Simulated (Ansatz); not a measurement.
# CoSi2: which shell does photoemission see at 21.2 and 5414.7 eV? (PBE)

The valence band of CoSi2 mixes several shells. Work out by hand which one leads the spectrum's area at each photon energy.

Filled states come from the projected DOS of Ansatz 0.2.0 (PBE, plane waves); cross sections σ and asymmetry parameters β are those of free atoms in a Dirac–Hartree–Slater calculation. A shell's area is states × σ × angular factor, which is 1 + β·P₂(cos θ) for linear light, with θ = 30° from the polarisation and P₂ = 0.625.

**At 21.2 eV** (states counted from 11.2 eV below the zero; other shells add 0.074 to the products' sum of 6.88):

| shell | filled states a cell | cross section (Mb an electron) | β | angular factor | product | share by hand (%) | share in the simulated spectrum (%) |
| --- | --- | --- | --- | --- | --- | --- | --- |
| Co 4s | 0.47 | 0.0427 | 1.98 | 2.24 | 0.0448 | 1 | 1 |
| Co 3d | 8.17 | 0.697 | -0.20 | 0.88 | 4.98 | 72 | 72 |
| Si 3s | 2.18 | 0.129 | 2.00 | 2.25 | 0.632 | 9 | 9 |
| Si 3p | 5.29 | 0.148 | 0.75 | 1.47 | 1.15 | 17 | 17 |

**At 5414.7 eV** (states counted from 14.6 eV below the zero; other shells add 1.4e-06 to the products' sum of 0.000189):

| shell | filled states a cell | cross section (Mb an electron) | β | angular factor | product | share by hand (%) | share in the simulated spectrum (%) |
| --- | --- | --- | --- | --- | --- | --- | --- |
| Co 4s | 0.60 | 2.19e-05 | 2.00 | 2.25 | 2.95e-05 | 16 | 16 |
| Co 3d | 8.17 | 3.28e-06 | 0.46 | 1.29 | 3.45e-05 | 18 | 18 |
| Si 3s | 2.44 | 2.11e-05 | 2.00 | 2.25 | 0.000116 | 61 | 61 |
| Si 3p | 5.39 | 1.06e-06 | 0.44 | 1.28 | 7.29e-06 | 4 | 4 |

Co 3d leads at 21.2 eV and Si 3s at 5414.7 eV. Between the two energies σ of Co 3d changes by a factor 4.7e-6 and that of Si 3s by 1.6e-4, so their ratio moves 35-fold in favour of the second. The simulated spectrum uses the same rule on the energy-resolved DOS, so the two share columns agree within a few points.

Only crystals where the two columns agree within 4 points and the lead is clear are worked in this form. Free-atom cross sections ignore the solid's final states, no escape depth or background enters, and the count of states a shell hangs on the projection.
